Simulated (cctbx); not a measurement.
# Occupancies in La2Ti4Ga

Cell a = 4.4300 Å, b = 4.5280 Å, c = 15.9740 Å, α = 90.00°, β = 90.00°, γ = 90.00°; space group Amm2 (no. 38); nominal formula La2Ti4Ga.

The data are simulated with cctbx, not measured: Mo Kα, λ = 0.71073 Å, to d = 0.84 Å, 70 % of the full sphere, strongest reflection 70000 counts, noise from counting, a 6 % proportional error and a noise floor of 8 counts (s.d.); no absorption, and some extinction, which the refinements don't model.

With every site full:

```text
Rint 0.035, 347 unique reflections to 0.84 A
cycle     R1     wR2    GooF  max shift (A)
   1  0.0705  0.2440   5.469   0.02822
   3  0.0267  0.0758   1.699   0.00009
final R1 0.0267 wR2 0.0758 GooF 1.699  parameters 28  data/parameter 12.4
atom        x        y        z      Ueq    occ   su(xyz)  su(Uiso or U11)
La1    0.00000  0.00000  0.39434   0.0181  1.000  0.00006  0.0005
La2    0.50000  0.50000  0.09273   0.0127  1.000  0.00005  0.0005
Ga1    0.50000  0.50000  0.29407   0.0131  1.000  0.00014  0.0011
Ti2    0.00000  0.50000  0.24518   0.0225  1.000  0.00030  0.0023
Ti3    0.50000  0.00000  0.24035   0.0100  1.000  0.00024  0.0015
Ti4    0.00000  0.00000  0.05551  -0.0043  1.000  0.00017  0.0012  NPD
Ti5    0.50000  0.50000  0.44918   0.0128  1.000  0.00024  0.0017
difference map: max 1.27 min -1.53 rms 0.23
Q1    0.0000  0.0000  0.0819    2    1.32  0.42 A from Ti4
Q2    0.0920  0.0000  0.0500    4    1.28  0.42 A from Ti4
Q3    0.5000  0.0000  0.0964    2    1.19  2.26 A from La2
Q4    0.0000  0.0000  0.5582    2    0.99  2.26 A from Ti4
Q5    0.4292  0.0000  0.9382    4    0.85  0.36 A from Ti5
Q6    0.5000  0.0000  0.7810    2    0.81  0.21 A from Ga1
```

With the occupancies of the suspect sites free, each still typed as its main element:

```text
Rint 0.035, 347 unique reflections to 0.84 A
cycle     R1     wR2    GooF  max shift (A)
   1  0.0747  0.2347   5.277   0.00508
  20  0.0193  0.0478   1.075   0.00023
final R1 0.0193 wR2 0.0477 GooF 1.072  parameters 30  data/parameter 11.6
atom        x        y        z      Ueq    occ   su(xyz)  su(Uiso or U11)
La1    0.00000  0.00000  0.39443   0.0141  0.937  0.00004  0.0003
La2    0.50000  0.50000  0.09280   0.0158  1.000  0.00003  0.0004
Ga1    0.50000  0.50000  0.29385   0.0140  1.000  0.00009  0.0008
Ti2    0.00000  0.50000  0.24679   0.0187  1.000  0.00015  0.0014
Ti3    0.50000  0.00000  0.24024   0.0157  1.000  0.00016  0.0010
Ti4    0.00000  0.00000  0.05471   0.0054  1.137  0.00011  0.0009
Ti5    0.50000  0.50000  0.44783   0.0163  1.000  0.00021  0.0011
su of occupancy La1: 0.004
su of occupancy Ti4: 0.011
difference map: max 0.50 min -0.84 rms 0.16
Q1    0.2493  0.0000  0.6038    4    0.51  1.12 A from La2
Q2    0.1161  0.1124  0.9674    8    0.49  1.57 A from Ti4
Q3    0.1701  0.0000  0.6971    4    0.47  1.09 A from Ti2
Q4    0.2844  0.0000  0.4981    4    0.45  1.79 A from La2
Q5    0.5000  0.0000  0.0961    2    0.43  2.26 A from La2
Q6    0.3359  0.0000  0.2970    4    0.43  1.16 A from Ti3
```

**Question.** What is the disorder?

X-rays count electrons. La1 refines to 0.937(0.004), or 53.4 electrons; the site truly holds 0.9 La and 0.1 Ti, 53.5 electrons, which is 0.939 of La; Ti4 refines to 1.137(0.011), or 25.0 electrons; the site truly holds 0.9 Ti and 0.1 La, 25.5 electrons, which is 1.159 of Ti. A value under 1 can't tell vacancies from a lighter guest, and one over 1 needs a heavier guest; chemistry or a second radiation must settle which. Occupancy correlates with U and the scale, and the two elements' form factors differ in shape, so the match is approximate.

Freeing them takes R1 from 0.0267 to 0.0193 and GooF from 1.70 to 1.07.

The model is made up (kin elements in a known structure type, no relaxation), so it says nothing on whether the phase exists.

[Middle refinement cycles are left out of these outputs.]

[Logs are printed without paths, hosts, clocks, repeated set-up lines and the standing remarks that a program may print on its own settings, such as how far it seeks lower states.]
